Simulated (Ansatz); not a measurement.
# Squeezing and shearing random rock-salt alloy of NbC and TiC (64 atoms): runs compared

How stiff is random rock-salt alloy of NbC and TiC (64 atoms)?

Computed with Ansatz 0.2.0: Kohn-Sham DFT, PBE, PAW (set soft_1), plane waves.

## 1. The cell as built

The cell holds 64 atoms: 20 Ti, 32 C and 12 Nb. Cell: a = 8.762 Å, b = 8.762 Å, c = 8.762 Å, α = 90.0°, β = 90.0°, γ = 90.0°. It derives from NbC (rock-salt) and TiC, repeated 2×2×2. Rock-salt NbC, 2 x 2 x 2 conventional cells, 20 of 32 Nb sites given to Ti at random (x = 0.625), lattice by Vegard's rule (a = 4.381 Å); not relaxed, displaced by a Gaussian of 0.02 Å.

## 2. The reference run

The reference is a single point at the end of the relaxation.

Every strained cell starts from the geometry of this run, and its atoms are relaxed with the cell held.

Its input, with most atom lines left out:

```yaml
crystal:
  lattice:
    - [8.78972, -0.00034, 0.00209]
    - [-0.00034, 8.79586, -0.00063]
    - [0.00209, -0.00063, 8.78724]
  atoms:
    - { symbol: Ti, position: [0.00195, 0.99917, 0.9974] }
    - { symbol: C, position: [0.25009, 0.00258, 6.0e-05] }
    - { symbol: Nb, position: [0.0012, 0.24851, 0.2492] }
    - { symbol: C, position: [0.25179, 0.2517, 0.24837] }
    - { symbol: Ti, position: [0.25288, 8.0e-05, 0.24821] }
    - { symbol: C, position: [0.00326, 0.00057, 0.2499] }
    - { symbol: Ti, position: [0.25186, 0.24913, 0.99867] }
    [... atom lines 8 to 64 left out ...]
kpoints:
  mp_grid: { grid: [2, 2, 2] }
hamiltonian:
  xc: pbe
  pseudopotentials: { kind: paw, azcp: { folder: soft_1 } }
scf:
  occupations: { method: fermi_dirac, width: 0.05 }
output:
  forces: true
  stress: true
  populations: true
  dos:
    method: { smearing: { sigma: 0.15 } }
    de: 0.1
    projected: { site_lists: { C: [C], Nb: [Nb], Ti: [Ti] } }
  eigenvalues: true
  write_density: true
  write_potential: true
  volumetric_format: npy
```

* free energy per atom: -1760.9158 eV/atom
* r.m.s. force component: 0.00551 eV/Å
* pressure: 0.01443 GPa

62 levels are partly filled, by over 2 % (on the run's k-points): at this level the cell shows no clear gap.

## 3. The runs

Each row is one run, on 8 threads of INTEL XEON PLATINUM 8581C at 2.10GHz (Emerald Rapids), shared host. The free energy is the program's total, comparable only between runs with the same functional, potentials and atoms.

| run | atoms | outcome | ionic steps, all passes | free energy (eV) | time | host memory (GiB) |
| --- | --- | --- | --- | --- | --- | --- |
| Single point at the start | 64 | converged | - | -112697.751 | 16 s | 7.9 |
| Cell and atoms relaxed | 64 | converged | 5 | -112698.610 | 53 s | 7.9 |
| Single point at the relaxed geometry | 64 | converged | - | -112698.610 | 24 s | 7.9 |
| Volume -3 % | 64 | converged | 2 | -112698.069 | 26 s | 7.7 |
| Volume +3 % | 64 | converged | 2 | -112698.125 | 29 s | 8.1 |
| Volume -6 % | 64 | converged | 2 | -112696.333 | 25 s | 7.5 |
| Volume +6 % | 64 | converged | 2 | -112696.761 | 31 s | 8.2 |
| Volume -10 % | 64 | converged | 3 | -112691.814 | 36 s | 7.2 |
| Stretched by 1 % along x | 64 | converged | 3 | -112698.521 | 41 s | 7.9 |

In some runs the program notes that the SCF threshold is loose for the stress.

## 4. Pressure against volume

Atoms are relaxed at each volume, in the scaled cell.

| volume change (%) | volume (Å³/atom) | energy change (meV/atom) | pressure (GPa) | largest move on relaxing (Å) | bonds |
| --- | --- | --- | --- | --- | --- |
| -10 | 9.554 | 106.19 | 35.03 | 0.02 | 192 |
| -6 | 9.978 | 35.59 | 18.88 | 0.01 | 192 |
| -3 | 10.297 | 8.46 | 8.73 | 0.00 | 192 |
| +0 | 10.615 | 0.00 | 0.01 | - | 192 |
| +3 | 10.934 | 7.59 | -7.45 | 0.00 | 192 |
| +6 | 11.252 | 28.89 | -13.86 | 0.01 | 192 |

## 5. Uniaxial strain and shear

Stress (GPa, compression positive) less that of the relaxed cell, atoms relaxed:

| strain | xx | yy | zz | xy | energy change (meV/atom) |
| --- | --- | --- | --- | --- | --- |
| stretched by 1 % along x | -4.245 | -1.590 | -1.806 | -0.014 | 1.39 |

## 6. Findings

The bulk modulus, from the slope of pressure against ln V over the three points nearest the relaxed volume, is 270 GPa; a quadratic over all points gives a pressure derivative of about 4.3.

Caveats: Strains are finite and relaxations stop at the force tolerance of the input, which can leave moduli too stiff; they are those of a static cell at zero temperature. Volumes are changed with the cell's shape held, so in an anisotropic solid the modulus lies over the one under free hydrostatic load. The program notes that the SCF threshold of the relaxations is loose for the stress. The host structure and its lattice constant were typed by rule, without a check against the phase diagram.

The DFT runs together took 4.7 min of wall time.

[Logs are printed without paths, hosts, clocks, repeated set-up lines and the standing remarks that a program may print on its own settings, such as how far it seeks lower states.]

[Hosts, paths, dates, database ids (printed as entryN), source tags and the programs' standing remarks are cut or masked in the printed files.]
